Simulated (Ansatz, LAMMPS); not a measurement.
# Gap against volume in glassy 63SiO2-22Al2O3-15ZnO (mol %) (89 atoms)

Density of this cell: 2.54 g/cm³. The cell holds 89 atoms: 17 Si, 12 Al, 4 Zn and 56 O. Its edges and angles: a = 11.097 Å, b = 10.936 Å, c = 10.637 Å, α = 93.5°, β = 86.8°, γ = 95.3°. The starting structure: 89 atoms (17 Si, 12 Al, 4 Zn, 56 O) placed at random at 2.7 g/cm³, melted at 4000 K for 10 ps at fixed volume with the Morse and Coulomb pair potential with partial charges (Pedone, Malavasi, Menziani, Cormack and Segre, J. Phys. Chem. B 110, 11780 (2006)). Quenched from 4000 K to 300 K at 20 K/ps and fixed volume, held 10 ps at zero pressure, then minimised at fixed cell.

Calculated with Ansatz 0.2.0: Kohn-Sham DFT, RPBE, PAW (set soft_1), plane waves; cutoff 420 eV, Γ point, fixed occupations. The relaxed cell was scaled evenly and the atoms were relaxed at each volume. The gap is that between the highest filled and the lowest empty Kohn-Sham level on the run's k-points.

| volume (Å³/atom) | gap (eV) |
| --- | --- |
| 12.956 | 3.037 |
| 13.532 | 2.806 |
| 13.964 | 2.720 |
| 14.396 | 2.687 |
| 14.828 | ? |
| 15.260 | 2.465 |

**Question.** Fit a straight line in ln V to the rows given and interpolate to the withheld row.

**Working.**

A volume deformation potential makes the spacing linear in u = ln(V/V0), with V0 = 14.396 Å³ the relaxed volume; v is the spacing.

```
u = ln(V/V0)  v (eV)
   -0.105360  3.0369
  -0.0618756  2.8056
  -0.0304597  2.7203
           0  2.6865
   0.0582689  2.4649
```

With n = 5: mean u = -0.0278853, mean v = 2.74284, Σ(u − ū)² = 0.015364, Σ(u − ū)(v − v̄) = -0.050374. Slope b = -0.050374 / 0.015364 = -3.2786; intercept a = v̄ − b ū = 2.6514.

At the withheld volume u = 0.02956, and v = a + b u.

Prediction at 14.828: 2.555 eV. The run gave 2.580 eV, so the fit is low by 0.026 eV (1.0 % of the value).

The slope, -3.28 eV, says that the spacing narrows on expansion. Among the rows given, the largest miss of the fit is at 13.532, by 0.049 eV (8.5 % of the range of the table).

Limits: The table spans 16 % in volume, wide for a linear law. Semilocal functionals tend to put gaps under measured ones. Only the Γ point is sampled. Atoms move by up to 0.9 Å in these relaxations, so the structure changes along the series. Defect or tail levels can set the spacing of a disordered cell.

[Logs are printed without paths, hosts, clocks, repeated set-up lines and the standing remarks that a program may print on its own settings, such as how far it seeks lower states.]

[Hosts, paths, dates, database ids (printed as entryN), source tags and the programs' standing remarks are cut or masked in the printed files.]
